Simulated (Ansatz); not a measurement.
**Optical response of TiO2 (Rutile)**

Aim: the dielectric function of TiO2 (Rutile), and the optical constants that follow from it.

Method: DFT, PBE, plane-wave PAW, default files, scalar-relativistic, independent-particle optical response without local fields, in Ansatz 0.2.0.

**What experiment says.**

“Polaron-induced phonon localization and stiffening in rutile TiO2” (2016, arxiv:1612.05679) quotes from earlier work for TiO2, rutile (bulk crystal): band gap (experimental band gap, quoted) 3.03 eV [literature value quoted in passing in the theory discussion; measurement method and …].

Most raw output is cut from this account.

## (1) The starting structure

The structure is tetragonal, space group P4_2/mnm (No. 136). The conventional cell has a = 4.592 Å, b = 4.592 Å, c = 2.957 Å, α = 90.00°, β = 90.00°, γ = 90.00°. Ti has 6 O at 1.95 to 1.98 Å nearest. Nearest to O lie 3 Ti at 1.95 to 1.98 Å. Farther neighbours and most contacts between anions are not listed.

Coordinates:

```cif
data_structure
_symmetry_space_group_name_H-M 'P 1'
_symmetry_Int_Tables_number 1
_cell_length_a 4.5922
_cell_length_b 4.5922
_cell_length_c 2.9574
_cell_angle_alpha 90.000
_cell_angle_beta 90.000
_cell_angle_gamma 90.000
_cell_volume 62.37
loop_
_atom_site_label
_atom_site_type_symbol
_atom_site_fract_x
_atom_site_fract_y
_atom_site_fract_z
_atom_site_occupancy
Ti1 Ti 0.50000 0.50000 0.50000 1
Ti2 Ti 0.00000 0.00000 0.00000 1
O3 O 0.80496 0.19504 0.50000 1
O4 O 0.69504 0.69504 0.00000 1
O5 O 0.19504 0.80496 0.50000 1
O6 O 0.30496 0.30496 0.00000 1
```

## (2) Ground state and bands

The self-consistent density comes first; it also tells whether there is a gap, which decides the occupations and the need for a Drude term.

This step: DFT, PBE, plane-wave PAW, default files, scalar-relativistic, ground state (Ansatz 0.2.0).

Contents of input.yaml:

```yaml
crystal:
  lattice:
    - [4.5922, 0.0, 0.0]
    - [0.0, 4.5922, 0.0]
    - [0.0, 0.0, 2.9574]
  atoms:
    - { symbol: Ti, position: [0.5, 0.5, 0.5] }
    - { symbol: Ti, position: [0.0, 0.0, 0.0] }
    - { symbol: O, position: [0.80496, 0.19504, 0.5] }
    - { symbol: O, position: [0.69504, 0.69504, 0.0] }
    - { symbol: O, position: [0.19504, 0.80496, 0.5] }
    - { symbol: O, position: [0.30496, 0.30496, 0.0] }
kpoints:
  mp_grid: { grid: [5, 5, 8] }
  band_path:
    path:
      - [[0.0, 0.0, 0.0], [0.0, 0.5, 0.0], [0.5, 0.5, 0.0], [0.0, 0.0, 0.0], [0.0, 0.0, 0.5], [0.0, 0.5, 0.5], [0.5, 0.5, 0.5], [0.0, 0.0, 0.5]]
      - [[0.0, 0.5, 0.0], [0.0, 0.5, 0.5]]
      - [[0.5, 0.5, 0.0], [0.5, 0.5, 0.5]]
    npoints: 5
scf:
  occupations: { method: fermi_dirac, width: 0.05 }
  n_extra_bands: 10
hamiltonian:
  xc: pbe
  pseudopotentials: { kind: paw }
output:
  forces: true
  stress: true
  populations: true
  write_bands: true
```

Command:

```console
$ ansatz run input.yaml --threads 4 --pin off --max-ram 8192MiB --backend cpu --events-out ev --progress --plain --runs-dir out
```

It took 2.5 s on 4 threads of Intel Xeon Platinum 8488C (Sapphire Rapids), shared host; peak memory 0.45 GiB; 5.6 s of CPU time.

Numbers from this step:

* free energy: -7277.2791 eV
* Fermi energy: 10.07 eV
* gap by band count: 1.898 eV
* electrons: 48
* symmetry operations: 16
* pressure: 5.385 GPa
* gap on the k-mesh: 1.898 eV
* volume: 62.37 Å³
* gap on the path: 1.898 eV
* least direct gap on the path: 1.898 eV

There is a gap, 1.90 eV on the path, so no carriers' term is needed. The cell is left with a pressure of 5.4 GPa and forces up to 0.10 eV/Å, as it stands unrelaxed at this level.

Electronic bands along the path, in eV, zero at the Fermi level; v1 is the highest filled band, c1 the lowest empty one:

```
          point     v4     v3     v2     v1    c1    c2    c3    c4
              Γ  -1.62  -1.36  -1.36  -0.92  0.98  1.28  1.51  1.60
0.60 of the way  -2.68  -2.10  -1.79  -1.25  1.36  1.66  1.90  1.98
              X  -2.56  -2.56  -1.67  -1.67  1.65  1.65  2.12  2.12
0.60 of the way  -2.34  -2.34  -2.07  -2.07  1.28  1.28  1.79  1.79
              M  -2.22  -2.22  -1.97  -1.97  1.02  1.02  1.62  1.62
0.60 of the way  -2.41  -1.96  -1.83  -1.18  1.06  1.60  1.68  2.03
              Γ  -1.62  -1.36  -1.36  -0.92  0.98  1.28  1.51  1.60
0.60 of the way  -2.73  -2.56  -2.56  -1.67  1.38  1.75  2.13  2.41
              Z  -3.28  -3.28  -2.34  -2.34  2.06  2.06  2.26  2.26
0.60 of the way  -2.70  -2.70  -2.42  -2.42  1.40  1.40  2.28  2.28
              R  -2.96  -2.96  -1.95  -1.95  1.01  1.01  2.29  2.29
0.40 of the way  -2.55  -2.55  -1.85  -1.85  1.18  1.18  2.30  2.30
              A  -2.20  -2.20  -1.59  -1.59  1.69  1.69  2.31  2.31
0.40 of the way  -2.59  -2.28  -2.19  -1.87  1.15  1.81  2.27  2.29
              Z  -3.28  -3.28  -2.34  -2.34  2.06  2.06  2.26  2.26
      jump to X  -2.56  -2.56  -1.67  -1.67  1.65  1.65  2.12  2.12
0.40 of the way  -3.02  -3.02  -1.67  -1.67  1.77  1.77  2.23  2.23
              R  -2.96  -2.96  -1.95  -1.95  1.01  1.01  2.29  2.29
      jump to M  -2.22  -2.22  -1.97  -1.97  1.02  1.02  1.62  1.62
0.40 of the way  -2.81  -2.81  -2.38  -2.38  1.60  1.60  1.87  1.87
              A  -2.20  -2.20  -1.59  -1.59  1.69  1.69  2.31  2.31
```

## (3) Spectrum

With the density converged, the vertical transitions are summed over the zone.

This step: DFT, PBE, plane-wave PAW, default files, scalar-relativistic, independent-particle optical response without local fields (Ansatz 0.2.0).

input.yaml, the sections that differ from step 2:

```yaml
kpoints:
  mp_grid: { grid: [5, 5, 8] }
scf:
  occupations: { method: fixed }
output:
  optics:
    e_range: [0, 14]
    de: 0.05
    sigma: 0.1
    nscf_kmesh: { grid: [6, 6, 8] }
    bands: { spectra_wanted_up_to: 14 }
# crystal, hamiltonian: as in step 2
```

The job ended after 23 s (4 threads; peak memory 1.2 GiB).

This step gave:

- electronic dielectric constant ε∞, mean over x, y and z (by symmetry where fewer were run): 7.987
- absorption onset, first axis (α over 10⁴ cm⁻¹, or the direct gap if that lies higher): 2.366 eV
- main peak of Im epsilon, first axis: 2.986 eV
- photocurrent from vertical transitions in a film 500 nm thick on a perfect mirror (two passes), AM1.5G, no front reflection, all carriers collected: 9.405 mA/cm²
- least direct gap on the mesh: 1.898 eV
- bands summed: 47
- spectra valid up to: 21.73 eV
- program's estimate of the k-sum error in Im epsilon: 0.05 %
- electrons in the f-sum: 23.67

The Im ε has structure finer than the step of the table below, so its rows give means over 0.5 eV, whole bins alone (the curve runs from 0 to 14 eV). Peaks (eV: height): E ∥ x or y 3.00: 12.8, 3.45: 11.7, 4.50: 10.8, 7.55: 8.10; E ∥ z 3.75: 15.3, 5.80: 6.83, 7.40: 15.7.

The Im ε by photon energy; means over each step:

```
photon energy (eV)  E ∥ x or y    E ∥ z
               1.5           0        0
               2.0      0.0363  0.00345
               2.5       0.946     1.84
               3.0        9.37     10.9
               3.5        10.3     13.2
               4.0        8.89     12.2
               4.5        9.13     8.13
               5.0        5.52     4.77
               5.5        3.62     3.59
               6.0        3.39     5.35
               6.5        4.37     5.04
               7.0        6.11     7.30
               7.5        7.20     14.3
               8.0        5.79     8.57
               8.5        3.69     6.63
               9.0        1.71     3.94
               9.5        1.65     2.96
              10.0        1.43     1.57
              10.5        1.19    0.988
              11.0       0.999    0.764
              11.5        1.01    0.513
              12.0        1.18    0.393
              12.5        1.26    0.628
              13.0        1.92    0.822
              13.5        1.63    0.617
```

Re ε against photon energy:

```
photon energy (eV)  E ∥ x or y   E ∥ z
               0.0        7.53    8.90
               0.5        7.62    9.00
               1.0        7.90    9.35
               1.5        8.47    10.1
               2.0        9.64    11.5
               2.5        12.7    16.0
               3.0        11.6    13.6
               3.5        6.37    9.57
               4.0        3.65    1.32
               4.5        2.38   0.589
               5.0      -0.153   0.766
               5.5        1.18    4.26
               6.0        2.63    3.44
               6.5        2.94    4.38
               7.0        2.58    6.28
               7.5        1.42   0.843
               8.0       -1.22   -2.22
               8.5       -2.58   -4.16
               9.0       -1.25   -2.68
               9.5      -0.369   -3.71
              10.0      -0.148   -2.41
              10.5       0.174   -1.64
              11.0       0.555   -1.04
              11.5       0.930  -0.559
              12.0        1.07  0.0252
              12.5        1.35   0.651
              13.0        1.67   0.505
              13.5       0.395   0.773
              14.0       0.804    1.18
```

The loss function −Im 1/ε at q → 0 by energy loss; read off at these points:

```
energy loss (eV)  E ∥ x or y    E ∥ z
            1.75           0        0
            2.00      2.1e-4   7.3e-6
            2.25     0.00116   1.2e-4
            2.50     0.00404  0.00464
            2.75      0.0112   0.0157
            3.00      0.0429   0.0366
            3.25      0.0535   0.0434
            3.50      0.0667   0.0501
            3.75      0.0780   0.0560
            4.00      0.0972   0.0825
            4.25      0.0995    0.106
            4.50      0.0881    0.113
            4.75       0.138    0.164
            5.00       0.184    0.197
            5.25       0.231    0.235
            5.50       0.258    0.112
            5.75       0.215   0.0901
            6.00       0.187    0.144
            6.25       0.135    0.117
            6.50       0.160    0.114
            6.75       0.118   0.0807
            7.00       0.133   0.0796
            7.25       0.141   0.0519
            7.50       0.121   0.0647
            7.75       0.154   0.0819
            8.00       0.164    0.112
            8.25       0.162    0.101
            8.50       0.185    0.107
            8.75       0.227    0.104
            9.00       0.389    0.175
            9.25       0.571    0.143
            9.50       0.567    0.131
            9.75       0.616    0.140
           10.00       0.705    0.195
           10.25       0.760    0.197
           10.50       0.820    0.258
           10.75       0.876    0.356
           11.00       0.762    0.456
           11.25       0.663    0.594
           11.50       0.537    0.889
           11.75       0.457     1.72
           12.00       0.467     2.57
           12.25       0.428     1.49
           12.50       0.370    0.766
           12.75       0.339    0.783
           13.00       0.295    0.871
           13.25       0.428    0.912
           13.50       0.577    0.626
           13.75       0.697    0.463
           14.00       0.605    0.390
```

The reflectivity at normal incidence has structure finer than the step of the table below, so its rows give means over 0.5 eV, whole bins alone (the curve runs from 0 to 14 eV). Peaks (eV: height): E ∥ x or y 2.95: 42.2, 4.60: 41.3, 8.80: 49.6, 13.25: 14.7; E ∥ z 3.85: 45.3, 5.85: 29.4, 7.70: 54.0, 8.75: 61.6, 9.70: 65.4.

Reflectivity at normal incidence against photon energy; means over each step:

```
photon energy (eV)  E ∥ x or y (%)  E ∥ z (%)
               0.5            21.9       25.0
               1.0            22.6       25.7
               1.5            23.9       27.1
               2.0            26.4       29.8
               2.5            31.9       36.2
               3.0            38.8       41.1
               3.5            36.8       41.4
               4.0            34.4       42.7
               4.5            37.6       37.2
               5.0            32.2       26.4
               5.5            20.7       19.2
               6.0            17.5       25.0
               6.5            21.5       24.3
               7.0            27.9       30.8
               7.5            34.6       48.5
               8.0            38.8       47.9
               8.5            47.4       55.1
               9.0            41.1       51.3
               9.5            24.7       60.5
              10.0            20.2       61.2
              10.5            14.3       59.7
              11.0            7.88       53.3
              11.5            5.11       46.6
              12.0            5.80       21.5
              12.5            5.92       4.82
              13.0            10.7       6.74
              13.5            12.9       3.12
```

The refractive index n and extinction k by photon energy:

```
photon energy (eV)  n, E ∥ x or y  k, E ∥ x or y  n, E ∥ z  k, E ∥ z
               0.0           2.74              0      2.98         0
               0.5           2.76              0      3.00         0
               1.0           2.81              0      3.06         0
               1.5           2.91              0      3.17         0
               2.0           3.10        0.00309      3.39    1.4e-4
               2.5           3.56         0.0914      4.01     0.150
               3.0           3.80           1.69      4.01      1.56
               3.5           3.12           1.84      3.57      1.79
               4.0           2.56           1.71      2.59      2.32
               4.5           2.59           2.09      2.17      2.03
               5.0           1.63           1.67      1.70      1.46
               5.5           1.56           1.12      2.19     0.724
               6.0           1.84          0.867      2.09     0.968
               6.5           2.01           1.04      2.33      1.04
               7.0           2.19           1.48      2.77      1.17
               7.5           2.18           1.83      2.85      2.70
               8.0           1.54           1.90      1.79      2.33
               8.5          0.943           1.86      1.38      2.46
               9.0          0.617           1.28     0.997      1.92
               9.5          0.823           1.02     0.699      2.05
              10.0          0.795          0.883     0.517      1.64
              10.5          0.831          0.718     0.341      1.33
              11.0          0.923          0.545     0.346      1.08
              11.5           1.07          0.460     0.308     0.808
              12.0           1.15          0.511     0.455     0.426
              12.5           1.26          0.485     0.877     0.344
              13.0           1.46          0.674     0.864     0.491
              13.5           1.02          0.803     0.936     0.320
              14.0           1.02          0.495      1.14     0.341
```

At chosen wavelengths:

```
wavelength (nm)  n xy   k xy  R (%) xy     1/α xy   n z    k z  R (%) z      1/α z
           1064  2.84  0.000      22.9  over 1 mm  3.09  0.000     26.1  over 1 mm
            800  2.92  0.000      24.0  over 1 mm  3.19  0.000     27.3  over 1 mm
            633  3.08  0.002      26.0      28 µm  3.37  0.000     29.4     712 µm
            532  3.35  0.033      29.2     1.3 µm  3.72  0.016     33.2     2.7 µm
            450  4.08  0.403      37.2      89 nm  4.40  0.720     40.7      50 nm
            308  2.55  1.692      34.0      14 nm  2.54  2.280     42.7      11 nm
            193  2.02  1.102      21.8      14 nm  2.30  1.084     23.8      14 nm
```

Rows near the edge hang on the gap, which this functional as a rule makes too small, and phonon-assisted absorption is left out.

A film 1 µm thick would pass 35 % of daylight and look yellow in transmission (x = 0.508, y = 0.480). A larger true gap would move the edge to shorter wavelengths and change the colour.

At 1064 nm the birefringence n(z) − n(x) is +0.251: the crystal is uniaxial positive at this level.

The f-sum over the summed bands holds 23.7 of the cell's 48 electrons outside the frozen cores. Up to 14 eV the strength has a mean oscillator energy of 5.7 eV, and these transitions give 88 % of ε∞ − 1 along x; the rest comes from higher ones.

## (4) Summary of results

| Quantity | Value |
| --- | --- |
| gap on the path | 1.90 eV |
| least direct gap on the path | 1.90 eV |
| electronic dielectric constant ε∞, mean over x, y and z (by symmetry where fewer were run) (independent particles) | 7.99 |
| absorption onset, first axis (α over 10⁴ cm⁻¹, or the direct gap if that lies higher) | 2.37 eV |
| main peak of Im epsilon, first axis | 2.99 eV |
| photocurrent from vertical transitions in a film 500 nm thick on a perfect mirror (two passes), AM1.5G, no front reflection, all carriers collected | 9.41 mA/cm² |

**Reading.** At this level (PBE, independent particles) TiO2 has a mean ε∞ = 7.99 and n = 2.79 at 1550 nm (E ∥ x); absorption sets in near 2.4 eV, and Im ε peaks at 3.0 eV (E ∥ x). The gap on the path is direct, 1.90 eV. The absorption coefficient passes 10⁴ cm⁻¹ only at 2.37 eV, 0.47 eV above the least direct gap: the lowest transitions are weak or forbidden for this polarisation, or few states take part. Distinct maxima of Im ε, read by a parabola through the highest points, lie at 2.99 eV (13), 3.46 eV (12), 4.50 eV (11) and 7.54 eV (8.1) for E ∥ x or y. The static values by axis are 7.53 (xy), 8.90 (z). The f-sum over the summed bands holds 23.7 of the cell's 48 electrons outside the frozen cores. Up to 14 eV the strength has a mean oscillator energy of 5.7 eV, and these transitions give 88 % of ε∞ − 1 along x; the rest comes from higher ones. A film 1 µm thick would pass 35 % of daylight and look yellow in transmission (x = 0.508, y = 0.480). A larger true gap would move the edge to shorter wavelengths and change the colour. At 1064 nm the birefringence n(z) − n(x) is +0.251: the crystal is uniaxial positive at this level. Excitons and phonon-assisted transitions are missing, and so are local fields; PBE gaps are as a rule too small, which pulls the onset down and ε∞ up. In the base run ε includes the program's bounded estimate of what the bands above those summed add.

Calculation against experiment:

| quantity | measured | PBE |
| --- | --- | --- |
| band gap (least gap) (eV) | 3.03 | 1.90 (-1.13 eV) |

Measured values from arxiv:1612.05679 (2016).

How well it matches: The band gap is off by -1.13 eV: a clear miss. Local and semilocal functionals usually give gaps below the measured ones. Zero-point and thermal motion shift the measured gap. No cell relaxation is part of this session.

[Logs are printed without paths, hosts, clocks, repeated set-up lines and the standing remarks that a program may print on its own settings, such as how far it seeks lower states.]

[Hosts, paths, dates, database ids (printed as entryN), source tags and the programs' standing remarks are cut or masked in the printed files.]
